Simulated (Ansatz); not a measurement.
## Re: optical spectrum from first principles

Aim: the dielectric function of Re, and the optical constants that follow from it.

Calculated with Ansatz 0.2.0; DFT, PBE, plane-wave PAW, default files, scalar-relativistic, independent-particle optical response without local fields.

## Step 1: Set-up

The structure is hexagonal, space group P6_3/mmc (No. 194). The conventional cell has a = 2.761 Å, b = 2.761 Å, c = 4.458 Å, α = 90.00°, β = 90.00°, γ = 120.00°. Nearest to Re lie 12 Re at 2.74 to 2.76 Å.

As a file:

```cif
data_structure
_symmetry_space_group_name_H-M 'P6_3/mmc'
_symmetry_Int_Tables_number 194
_cell_length_a 2.7608
_cell_length_b 2.7608
_cell_length_c 4.4582
_cell_angle_alpha 90.000
_cell_angle_beta 90.000
_cell_angle_gamma 120.000
_cell_volume 29.43
loop_
_atom_site_label
_atom_site_type_symbol
_atom_site_symmetry_multiplicity
_atom_site_Wyckoff_symbol
_atom_site_fract_x
_atom_site_fract_y
_atom_site_fract_z
_atom_site_occupancy
Re1 Re 2 c 0.66667 0.33333 0.75000 1
```

## Step 2: Ground state and bands

First the ground state: is it a metal or has it a gap?

This step: DFT, PBE, plane-wave PAW, default files, scalar-relativistic, ground state (Ansatz 0.2.0).

Contents of input.yaml:

```yaml
crystal:
  lattice:
    - [2.7608, 0.0, 0.0]
    - [-1.3804, 2.3909229348, 0.0]
    - [0.0, 0.0, 4.4582]
  atoms:
    - { symbol: Re, position: [0.6666666667, 0.3333333333, 0.75] }
    - { symbol: Re, position: [0.3333333333, 0.6666666667, 0.25] }
kpoints:
  mp_grid: { grid: [9, 9, 5] }
  band_path:
    path:
      - [[0.0, 0.0, 0.0], [0.5, 0.0, 0.0], [0.33333333, 0.33333333, 0.0], [0.0, 0.0, 0.0], [0.0, 0.0, 0.5], [0.5, 0.0, 0.5], [0.33333333, 0.33333333, 0.5], [0.0, 0.0, 0.5]]
      - [[0.5, 0.0, 0.5], [0.5, 0.0, 0.0]]
      - [[0.33333333, 0.33333333, 0.0], [0.33333333, 0.33333333, 0.5]]
    npoints: 6
scf:
  occupations: { method: fermi_dirac, width: 0.05 }
  n_extra_bands: 6
hamiltonian:
  xc: pbe
  pseudopotentials: { kind: paw }
output:
  forces: true
  stress: true
  populations: true
  write_bands: true
  write_density: true
  write_potential: true
  elf: true
  volumetric_format: npy
```

Run with:

```bash
> ansatz run input.yaml --threads 4 --pin off --max-ram 8192MiB --backend cpu --events-out ev --progress --plain --runs-dir out
```

Numbers of over 12 decimals in the logs are rounded to 6 here.

Output:

```text
scf.n_extra_bands = 6 over 15 filled bands (N_el = 30.0): the run solves 21 bands
Engine: ansatz 0.2.0, x86_64-unknown-linux-gnu
Pseudopotentials: kind: paw
Pseudopotential: Re, paw, valence charge 15, recommended cutoff 420 eV (normal), Re.paw.azcp
Functional definition: PBE
  parameter kappa = 0.804
  parameter beta = 0.066725
  exchange = pbe_x(kappa = kappa, mu = beta*pi^2/3)
  correlation = pbe_c(beta = beta)
Crystal: 2 atoms, lattice volume = 29.428 Å³
Basis set: ecut = 420 eV, 573 PW (Γ), exchange–correlation on 40×40×60 points (8 copies of the dense FFT grid, shifted against one another)
Bands: 21, of which v1, the nominal top of the filled ones, is band 15 counted from 1 (14 counted from 0)
Symmetry: 24 space group operations
Space group: P63/mmc (ITA 194), of the structure as read, at distance tolerance 3.1e-5 Å
k-points: 36 of 405
Non-local potential: Re, projectors of the file, l = 0: 3, l = 1: 2, l = 2: 2, l = 3: 1
PAW form: soft (Blöchl's): semilocal exchange-correlation on the pseudo side does not see the compensation charge
PAW one-centre angular grid: Re, 590 points (default); XC on 64 Gauss nodes
Initial density: superposition of atomic densities (neutral atoms: chi_scale 0, normalization atom), corrected by the library's trained network
Initial wavefunctions: pseudopotential atomic-orbital guess
Functional: x = pbe(κ = 0.804, μ = 0.219515), c = pbe(β = 0.066725)
SCF iter   1: F=—  HF=-21736.144016 eV  |F-HF|=—  |Δ(HF+E_count)|=         —  Δρ=7.90e-3  dr2=6.49e-3  ethr=1.77e-3  ⟨swp⟩=5.7  Hψ=3516  notcnv=0  defer=9
preconditioner: auto → none  [metal: Δε(μ)=0.020 eV  Ē_g=8.085 eV  σ=0.050 eV  W_gap=0.10  n_scr=8 (ndim 8)  ℏωp=25.6 eV  f_vac=0.000  D(μ)=2.49/eV (n_scr^D=34)  sad-step TF]
SCF iter   2: F=—  HF=-21736.146222 eV  |F-HF|=—  |Δ(HF+E_count)|=   2.21e-3  Δρ=4.71e-3  dr2=2.41e-3  ethr=2.16e-5  ⟨swp⟩=1.2  Hψ=1085  notcnv=0  defer=12
SCF iter   3: F=—  HF=-21736.147294 eV  |F-HF|=—  |Δ(HF+E_count)|=   1.07e-3  Δρ=2.56e-4  dr2=9.00e-6  ethr=8.03e-6  ⟨swp⟩=2.4  Hψ=970  notcnv=0  defer=12
SCF iter   4: F=—  HF=-21736.147250 eV  |F-HF|=—  |Δ(HF+E_count)|=   4.44e-5  Δρ=6.59e-5  dr2=4.45e-7  ethr=3.00e-8  ⟨swp⟩=2.2  Hψ=1191  notcnv=0  defer=12
iter 5 did not close the SCF: its close was put off for the readings that it lacked (scf_convergence_deferred on its scf_iter line)
SCF iter   5: F=-21736.147250 eV  HF=-21736.147250 eV  |F-HF|=1.15e-8  |Δ(HF+E_count)|=   2.02e-7  Δρ=1.00e-5  dr2=2.23e-8  ethr=1.48e-9  ⟨swp⟩=3.0  Hψ=1313  notcnv=0  defer=12
SCF iter   6: F=-21736.147250 eV  HF=-21736.147250 eV  |F-HF|=2.55e-11  |Δ(HF+E_count)|=   4.79e-9  Δρ=2.46e-6  dr2=5.51e-10  ethr=7.44e-11  ⟨swp⟩=7.6  Hψ=4384  notcnv=0
SCF 1 converged in 6 iterations: F = -21736.147250 eV  dr2 = 5.51e-10
  greatest PAW one-centre occupation: 1.000 electrons in one spin orbital (limit 2), on the Re atom at site 1 (counted from 0), in its partial waves of l = 0
NSCF: frozen V_eff on 57 k-points
SCF converged after 6 iterations
Free energy (F): -21736.147250 eV
Harris-Foulkes:  -21736.147250 eV  (|F-HF|=2.55e-11)
Internal energy: -21736.127883 eV  (E = F + TS)
E sigma→0 (E₀):  -21736.137566 eV
Entropy (-TS):   -0.019367 eV (-9.683 meV/atom)
Fermi energy:    23.940051 eV
--- Per-component energies (eV) ---
  E_band       = -142.930465
  E_kinetic    = 1083.211192
  E_local      = -1515.041172  (includes V_loc(G=0)·N_el)
  E_nonlocal   = 96.777525
  E_hartree    = 543.913266
  E_xc         = -808.429118
  E_vxc        = -608.776040  (∫ρ·V_xc dr)
  E_paw        = -17317.964225  (= ΣΔE_a)
  E_vpaw       = -286.928562  (= ΣTr[D̂ρ^β])
  E_aug_tail   = -0.000151  (compensation charges beyond the density's cutoff)
  E_ewald      = -3818.595200
  E_smearing   = -0.019367  (= −TS)
  E_closure    = 0.000000  (closes the sum)
  Σ components = -21736.147250   (vs F -21736.147250, Δ=0.00e0)
--- Forces (eV/Å), atoms counted from 1 ---
  atom   1  Re    -0.00000000    -0.00000000    -0.00000000
  atom   2  Re     0.00000000     0.00000000     0.00000000
  max |Σ_I F_I| component: 9.25e-18 eV/Å
--- Stress (GPa, compression-positive) ---
        6.721042      -0.000000       0.000000
        0.000000       6.721042      -0.000000
        0.000000      -0.000000       4.891545
  P = ⅓ Tr σ = 6.1112 GPa (61.112 kbar)
--- Band table (eV; the first three rows and the last of 36) ---
  k-point 0: bands = [... 11 lower, 22.4148, 22.4157, 23.2538, 23.2538, 24.1837, 24.1837, 24.5992, 27.3656, ... 2 higher]
  k-point 1: bands = [... 11 lower, 22.2393, 22.2393, 22.9783, 22.9783, 23.4360, 24.7915, 24.7915, 27.3842, ... 2 higher]
  k-point 2: bands = [... 11 lower, 21.8809, 22.1800, 22.1800, 22.4778, 22.4778, 25.9831, 25.9831, 27.0081, ... 2 higher]
  k-point 35: bands = [... 11 lower, 20.5147, 21.8399, 21.8399, 23.8303, 24.5642, 27.3516, 27.3516, 32.6976, ... 2 higher]
--- Löwdin populations: 2 sites ---
  site symbol       q [e]
     0     Re     14.8474
     1     Re     14.8474
  spilling = 0.010172 (of n_electrons = 30.000000)
```

The job ended after 0.52 s (4 threads of Intel Xeon Platinum 8488C (Sapphire Rapids), shared host; peak memory 0.34 GiB; 1.5 s of CPU time).

The column dr2 measures how far the density is from self-consistency, as an energy; F and HF (Harris–Foulkes) agree once it is small.

This step gave:

```
free energy         : -21736.1472 eV
Fermi energy        : 23.94 eV
electrons           : 30
symmetry operations : 24
pressure            : 6.111 GPa
volume              : 29.43 Å³
gap on the path     : 0 eV
```

There are states at the Fermi level within the smearing, so the occupations stay smeared and the carriers get a Drude term. The cell is left with a pressure of 6.1 GPa, as it stands unrelaxed at this level.

The electronic bands at the labelled points (eV, zero at the Fermi level; # counts the bands kept):

```csv
point,#4,#5,#6,#7,#8,#9,#10,#11
Γ,-1.52,-1.52,-0.69,-0.69,0.24,0.24,0.66,3.43
halfway,-2.96,-1.74,-1.02,-0.59,0.65,0.68,1.36,4.16
M,-1.88,-1.68,-1.32,-0.54,4.05,4.46,4.58,6.14
halfway,-2.42,-2.15,-1.53,-0.36,3.27,3.86,3.94,6.56
K,-3.31,-2.08,-2.08,0.02,3.10,3.10,3.58,6.54
halfway,-3.68,-1.82,-1.70,-0.34,0.40,1.64,2.56,3.96
Γ,-1.52,-1.52,-0.69,-0.69,0.24,0.24,0.66,3.43
halfway,-1.75,-1.75,-1.09,-1.09,-0.96,1.13,1.13,3.41
A,-2.33,-1.65,-1.65,-1.65,-1.65,2.62,2.62,2.62
halfway,-3.50,-1.78,-1.78,-0.16,-0.16,2.54,2.54,3.31
L,-4.04,0.44,0.44,0.96,0.96,4.36,4.36,4.84
halfway,-3.58,-1.50,-1.50,0.84,0.84,3.76,3.76,7.12
H,-3.68,-2.10,-2.10,0.12,0.12,3.42,3.42,9.60
halfway,-3.38,-2.36,-2.36,-0.03,-0.03,3.00,3.00,3.72
A,-2.33,-1.65,-1.65,-1.65,-1.65,2.62,2.62,2.62
jump to L,-4.04,0.44,0.44,0.96,0.96,4.36,4.36,4.84
halfway,-3.84,-1.27,-0.63,1.14,2.84,4.21,4.52,4.98
M,-1.88,-1.68,-1.32,-0.54,4.05,4.46,4.58,6.14
jump to K,-3.31,-2.08,-2.08,0.02,3.10,3.10,3.58,6.54
halfway,-3.30,-2.10,-2.10,-0.11,1.86,3.34,3.34,7.38
H,-3.68,-2.10,-2.10,0.12,0.12,3.42,3.42,9.60
```

ELF in the ac plane at fractional y = 0.333, with atoms of Re within 0.2 Å of it. It is the smooth field of the valence electrons, not physical close to the nuclei.

Ten even steps from '0' (0.21) to '9' (0.73):
```
23332110111101
12331013566520
01321037999962
11320269988995
21321389734896
21321389623897
11320279867996
01320158999983
02331025888741
12332101343210
22222211000012
21112332211233
10000234444432
00000123444431
01221112344320
13443111233210
24554201222200
24543201222210
12332111333210
00110012444321
10000123444432
21001233333333
32222321100122
```
Atoms in or near the plane, at fractional coordinates: Re at (0.67, 0.75).

Electrostatic potential energy in the ac plane at fractional y = 0.333, with atoms of Re within 0.2 Å of it. With pseudopotentials it is smooth inside the atoms' cores, unlike the true potential.

Values in eV, 22 rows by 14 columns, each cell a mean:
```
 21  23  24  24  23  20  17  12   6   3   4   8  14  18
 18  22  24  24  21  17   8  -5 -16 -21 -20 -13  -1  11
 14  20  23  22  19  10  -7 -24 -34 -38 -37 -31 -19  -1
  8  18  22  21  16   2 -19 -35 -44 -48 -47 -42 -31 -12
  4  17  21  20  14  -3 -26 -41 -48 -48 -48 -48 -36 -19
  4  17  21  20  14  -3 -26 -41 -48 -48 -48 -47 -36 -19
  8  18  22  21  16   2 -19 -35 -45 -46 -46 -42 -31 -12
 14  20  23  22  19  10  -7 -24 -34 -38 -37 -31 -19  -1
 18  22  24  23  21  16   7  -6 -16 -21 -20 -13  -2  11
 21  23  24  24  23  20  16  11   5   1   2   6  13  18
 22  23  23  23  23  22  21  19  17  16  16  18  20  21
 21  20  20  20  21  21  22  22  22  22  22  22  22  22
 18  16  14  14  16  19  21  23  24  24  24  24  23  21
 14   9   5   6   9  15  19  22  24  24  24  23  21  18
  8   0  -4  -3   2   9  16  21  23  24  24  23  20  15
  4  -5 -10  -9  -3   6  14  20  22  24  24  22  19  13
  4  -5 -10  -9  -3   6  14  20  22  24  24  22  19  13
  8   0  -4  -4   1   9  16  20  23  24  24  23  20  15
 13   8   5   5   9  14  19  22  24  24  24  23  21  18
 18  16  14  14  16  19  21  23  24  24  24  24  23  21
 21  20  20  20  21  21  22  22  22  22  22  23  23  22
 22  23  23  23  23  22  21  20  18  17  18  19  20  22
```
Atoms in or near the plane, at fractional coordinates: Re at (0.67, 0.75).

## Step 3: Spectrum

With the density converged, the vertical transitions are summed over the zone.

This step: DFT, PBE, plane-wave PAW, default files, scalar-relativistic, independent-particle optical response without local fields (Ansatz 0.2.0).

input.yaml, the sections that differ from step 2:

```yaml
kpoints:
  mp_grid: { grid: [12, 12, 7] }
scf:
  occupations: { method: fermi_dirac, width: 0.05 }
output:
  optics:
    e_range: [0, 20]
    de: 0.05
    sigma: 0.1
    drude_damping: 0.03
    nscf_kmesh: { grid: [15, 15, 8] }
    bands: { spectra_wanted_up_to: 20 }
# crystal, hamiltonian: as in step 2
```

Output:

```text
[...]
Crystal: 2 atoms, lattice volume = 29.428 Å³
Basis set: ecut = 420 eV, 573 PW (Γ)
Bands: 19, of which v1, the nominal top of the filled ones, is band 15 counted from 1 (14 counted from 0)
[... 1 set-up line as in the run before ...]
[...]
k-points: 76 of 1008
[...]
SCF iter   1: F=—  HF=-21736.148701 eV  |F-HF|=—  |Δ(HF+E_count)|=         —  Δρ=7.86e-3  dr2=6.17e-3  ethr=1.77e-3  ⟨swp⟩=5.8  Hψ=6555  notcnv=0
[...]
SCF iter   8: F=-21736.152307 eV  HF=-21736.152307 eV  |F-HF|=3.64e-12  |Δ(HF+E_count)|=  3.64e-12  Δρ=6.30e-8  dr2=2.36e-13  ethr=1.00e-12  ⟨swp⟩=2.0  Hψ=2900  notcnv=0
SCF 1 converged in 8 iterations: F = -21736.152307 eV  dr2 = 2.36e-13
[...]
NSCF: frozen V_eff on 135 k-points
output.optics: what the bands over the 36 summed would add to eps1, eps2 and the energy-loss function is held between a lower and an upper bound (5 Lanczos steps). eps1, eps2 and their loss function (loss_summed_bands) are given on every row as the summed bands alone make them. Along an axis, on a row where the two bounds hold the loss function to about 1 % of the greater of itself and 0.5 % of |1/eps|, its cell (loss_completed) is given, with the completed eps1 and eps2 that it is formed of (a cell that is left empty reads nan in the table and null in the record). The two bounds hold it so along every axis on all 400 rows up to 20.000 eV. [rest of the remark cut]
SCF converged after 8 iterations
Free energy (F): -21736.152307 eV
[...]
Internal energy: -21736.140051 eV  (E = F + TS)
E sigma→0 (E₀):  -21736.146179 eV
Entropy (-TS):   -0.012255 eV (-6.128 meV/atom)
Fermi energy:    23.985871 eV
[...]
--- Band table (eV; the first three rows and the last of 76) ---
  k-point 0: bands = [... 11 lower, 22.4115, 22.4164, 23.2502, 23.2502, 24.1839, 24.1839, 24.6009, 27.3656]
  k-point 1: bands = [... 11 lower, 22.3014, 22.3014, 23.0999, 23.0999, 23.9393, 24.5178, 24.5178, 27.3889]
  k-point 2: bands = [... 11 lower, 22.1700, 22.1700, 22.6614, 22.7577, 22.7577, 25.2789, 25.2789, 27.3062]
  k-point 75: bands = [... 11 lower, 20.4575, 21.8386, 21.8386, 23.8671, 24.3863, 27.3541, 27.3541, 32.9982]
```

The job ended after 70 s (4 threads; peak memory 1.2 GiB).

Numbers from this step:

```
main peak of the optical conductivity above 1 eV, first axis : 4.443 eV
Drude plasma energy, first axis                              : 6.999 eV
bands summed                                                 : 36
spectra valid up to                                          : 31.94 eV
program's estimate of the k-sum error in Im epsilon          : 0.11 %
electrons in the f-sum                                       : 25.84
```

The Im ε has structure finer than the step of the table below, so its rows give means over 1 eV, whole bins alone (the curve runs from 0.3 to 20 eV). Peaks (eV: height): E ∥ x or y 2.6: 36.4, 3.1: 32.9, 4.4: 33.7; E ∥ z 3.1: 25.9, 5.3: 23.7.

The Im ε by photon energy; means over each step:

```csv
photon energy (eV),E ∥ x or y,E ∥ z
1,39.8,39.5
2,25.3,24.9
3,29.5,20.8
4,26.8,18.7
5,19.5,20.6
6,10.4,11.1
7,6.38,6.21
8,3.51,3.67
9,3.01,4.18
10,3.50,4.63
11,4.31,3.80
12,3.30,3.38
13,2.84,3.04
14,2.42,3.43
15,3.72,4.13
16,4.70,3.95
17,4.29,3.63
18,2.82,2.95
19,1.88,1.70
```

The Re ε by photon energy:

```csv
photon energy (eV),E ∥ x or y,E ∥ z
0.5,-182,-281
1.0,-34.9,-63.9
1.5,-2.18,-15.7
2.0,8.83,-4.37
2.5,12.9,-3.87
3.0,7.14,3.99
3.5,-0.355,-0.928
4.0,5.57,1.14
4.5,-8.57,0.214
5.0,-12.6,-2.09
5.5,-10.1,-11.9
6.0,-8.38,-10.8
6.5,-7.64,-7.18
7.0,-7.78,-5.87
7.5,-5.70,-5.28
8.0,-4.11,-3.42
8.5,-2.66,-1.40
9.0,-2.32,-1.85
9.5,-1.13,-0.744
10.0,0.231,-1.35
10.5,-0.222,-1.60
11.0,-1.38,-0.794
11.5,-1.12,-1.11
12.0,-1.13,-1.01
12.5,-0.763,-0.540
13.0,-0.517,-0.447
13.5,-0.485,0.0186
14.0,0.302,0.596
14.5,1.00,0.252
15.0,1.36,-0.0972
15.5,0.240,-0.643
16.0,0.0157,-1.06
16.5,-0.871,-1.23
17.0,-2.12,-1.20
17.5,-2.17,-1.78
18.0,-2.31,-2.27
18.5,-2.01,-2.28
19.0,-2.13,-1.65
19.5,-1.90,-1.49
20.0,-1.43,-1.18
```

The refractive index n and extinction k by photon energy:

```csv
photon energy (eV),"n, E ∥ x or y","k, E ∥ x or y","n, E ∥ z","k, E ∥ z"
1,2.55,6.44,1.84,8.20
2,4.15,2.89,3.27,3.88
3,4.29,3.36,3.76,3.19
4,4.04,3.28,3.25,3.06
5,2.13,4.14,2.98,3.31
6,1.56,3.29,1.37,3.55
7,1.02,2.97,1.13,2.68
8,0.770,2.17,0.848,2.04
9,0.910,1.77,1.19,1.81
10,1.40,1.31,1.42,1.83
11,1.27,1.73,1.18,1.48
12,1.12,1.54,1.09,1.48
13,1.08,1.29,1.16,1.34
14,1.16,1.02,1.47,1.25
15,1.60,1.09,1.43,1.46
16,1.54,1.54,1.25,1.62
17,1.19,1.88,1.18,1.61
18,0.857,1.75,0.910,1.76
19,0.624,1.59,0.607,1.42
20,0.416,1.27,0.611,1.25
```

Values under 1 per cm are given as 1. Table of absorption coefficient by photon energy:

```csv
photon energy (eV),E ∥ x or y (1/cm),E ∥ z (1/cm)
0.500,7.1e5,8.6e5
1.000,6.5e5,8.3e5
1.500,5.5e5,7.2e5
2.000,5.9e5,7.9e5
2.500,8.5e5,9.1e5
3.000,1.0e6,9.7e5
3.500,1.2e6,1.1e6
4.000,1.3e6,1.2e6
4.500,2.1e6,1.4e6
5.000,2.1e6,1.7e6
5.500,2.0e6,2.3e6
6.000,2.0e6,2.2e6
6.500,2.0e6,2.0e6
7.000,2.1e6,1.9e6
7.500,1.9e6,1.9e6
8.000,1.8e6,1.7e6
8.500,1.6e6,1.4e6
9.000,1.6e6,1.6e6
9.500,1.3e6,1.5e6
10.000,1.3e6,1.9e6
10.500,1.7e6,1.9e6
11.000,1.9e6,1.6e6
11.500,1.8e6,1.9e6
12.000,1.9e6,1.8e6
12.500,1.7e6,1.7e6
13.000,1.7e6,1.8e6
13.500,1.7e6,1.6e6
14.000,1.4e6,1.8e6
14.500,1.4e6,1.9e6
15.000,1.7e6,2.2e6
15.500,2.4e6,2.5e6
16.000,2.5e6,2.6e6
16.500,2.8e6,2.7e6
17.000,3.2e6,2.8e6
17.500,3.1e6,3.0e6
18.000,3.2e6,3.2e6
18.500,3.0e6,3.0e6
19.000,3.1e6,2.7e6
19.500,2.8e6,2.7e6
20.000,2.6e6,2.5e6
```

The loss function −Im 1/ε at q → 0 has structure finer than the step of the table below, so its rows give means over 0.5 eV, whole bins alone (the curve runs from 0.3 to 20 eV). Peaks (eV: height): E ∥ x or y 9.70: 0.413, 13.85: 0.448; E ∥ z 8.55: 0.246, 9.45: 0.236, 13.55: 0.358.

Table of loss function −Im 1/ε at q → 0 by energy loss; means over each step:

```csv
energy loss (eV),E ∥ x or y,E ∥ z
1.0,0.0156,0.00712
1.5,0.0397,0.0277
2.0,0.0366,0.0378
2.5,0.0283,0.0444
3.0,0.0337,0.0453
3.5,0.0426,0.0549
4.0,0.0375,0.0524
4.5,0.0296,0.0504
5.0,0.0371,0.0495
5.5,0.0480,0.0396
6.0,0.0582,0.0475
6.5,0.0643,0.0689
7.0,0.0654,0.0845
7.5,0.0851,0.0983
8.0,0.120,0.149
8.5,0.182,0.232
9.0,0.213,0.205
9.5,0.341,0.230
10.0,0.294,0.190
10.5,0.201,0.214
11.0,0.211,0.264
11.5,0.258,0.232
12.0,0.269,0.279
12.5,0.321,0.313
13.0,0.344,0.320
13.5,0.369,0.345
14.0,0.422,0.276
14.5,0.329,0.262
15.0,0.246,0.239
15.5,0.208,0.233
16.0,0.211,0.236
16.5,0.202,0.251
17.0,0.185,0.244
17.5,0.208,0.229
18.0,0.211,0.210
18.5,0.238,0.218
19.0,0.230,0.295
19.5,0.242,0.334
```

Optical constants at common wavelengths, from n + ik = √ε:

```csv
wavelength (nm),n xy,k xy,R (%) xy,1/α xy,n z,k z,R (%) z,1/α z
1550,2.53,8.399,87.8,15 nm,2.04,10.596,93.3,12 nm
800,3.39,3.466,56.7,18 nm,2.69,4.566,68.8,14 nm
633,4.08,2.914,52.4,17 nm,3.24,3.910,61.0,13 nm
532,4.63,2.980,54.4,14 nm,3.21,3.843,60.5,11 nm
450,3.99,3.875,60.0,9.2 nm,2.99,3.186,54.1,11 nm
365,3.46,3.542,57.3,8.2 nm,2.82,3.212,54.7,9.0 nm
193,1.45,3.111,63.0,4.9 nm,1.28,3.001,64.0,5.1 nm
```

In reflection the computed colour is light grey: x = 0.309, y = 0.327, luminous reflectivity 56 %.

## Step 4: Summary of results

```json
{"gap on the path": "0 eV", "main peak of the optical conductivity above 1 eV, first axis": "4.44 eV", "Drude plasma energy, first axis": "7.00 eV"}
```

**Reading.** At this level (PBE, independent particles) Re is a metal with a Drude plasma energy of 7.0 eV along x, 7.0 eV along y and 8.8 eV along z; it reflects 54 % at 550 nm for E ∥ x. Along x the bare Drude plasma energy is 7.0 eV; Re ε first rises through zero at 1.57 eV, far lower, because interband transitions screen the carriers. Im ε is 23 there, so the loss peak at that energy is weak. In reflection the computed colour is light grey: x = 0.309, y = 0.327, luminous reflectivity 56 %. In the base run ε includes the program's bounded estimate of what the bands above those summed add. The carriers' damping of 0.03 eV is typed, not computed; at 0.8 eV the carriers give 7 % of Im ε along the first axis; the rest comes from the sum over bands, which at low energy also holds close bands and the noise of the mesh. Spin-orbit coupling is left out although heavy atoms are present. The Fermi-Dirac width of 0.05 eV acts as an electron temperature of 580 K in the carriers' term.

[Logs are printed without paths, hosts, clocks, repeated set-up lines and the standing remarks that a program may print on its own settings, such as how far it seeks lower states.]

[Hosts, paths, dates, database ids (printed as entryN), source tags and the programs' standing remarks are cut or masked in the printed files.]
